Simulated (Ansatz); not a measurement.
# Gate voltage at the highest density: puckered SnSe monolayer

A layer charged from two gates alike needs a voltage that grows with the carrier density; the slope is e over the total capacitance.

How it was computed: Ansatz 0.2.0, plane waves with PAW datasets (its set soft_2), PBE-D3(BJ); isolated slab, charged sheets 5 Å from the outer atoms behind model barriers, atoms held, Fermi-Dirac smearing of 0.02585 eV. The voltage is that of the gates (their mean) against the layer's Fermi level, from the uncharged case, which has a gap of 1.14 eV.

| run | added electrons (10¹³ per cm²) | gate voltage (V) |
| --- | --- | --- |
| run 1 | 1.00 | 0.95 |
| run 2 | 3.00 | 1.68 |
| run 3 | 6.00 | 2.74 |
| run 4 | 10.00 | ? |

Q: Estimate the withheld value from the rows shown.

A least-squares line through the 3 rows shown has slope 0.3576 and intercept 0.5980; no row lies more than 0.01 V off it. The capacitance is 1.602/0.3576 = 4.48 µF/cm², against 3.54 µF/cm² for plates 5 Å apart in vacuum on both sides; it is the larger, as where the added charge has its centre outside the outer atoms (not examined here). The intercept is mostly the shift of the Fermi level from inside the gap to the band edge. At 10.00 it gives 0.3576 × 10.00 + 0.5980 = 4.17 V, beyond the rows fitted. Rounding and scatter of the rows alone allow about ±0.025 V there.

The run itself gives 3.98 V: a miss of −0.19 V, or 4.8 % of the value. The capacitance rises towards the highest density.

Caveats: The gates are model sheets, not atoms, and low densities sample few k-points.
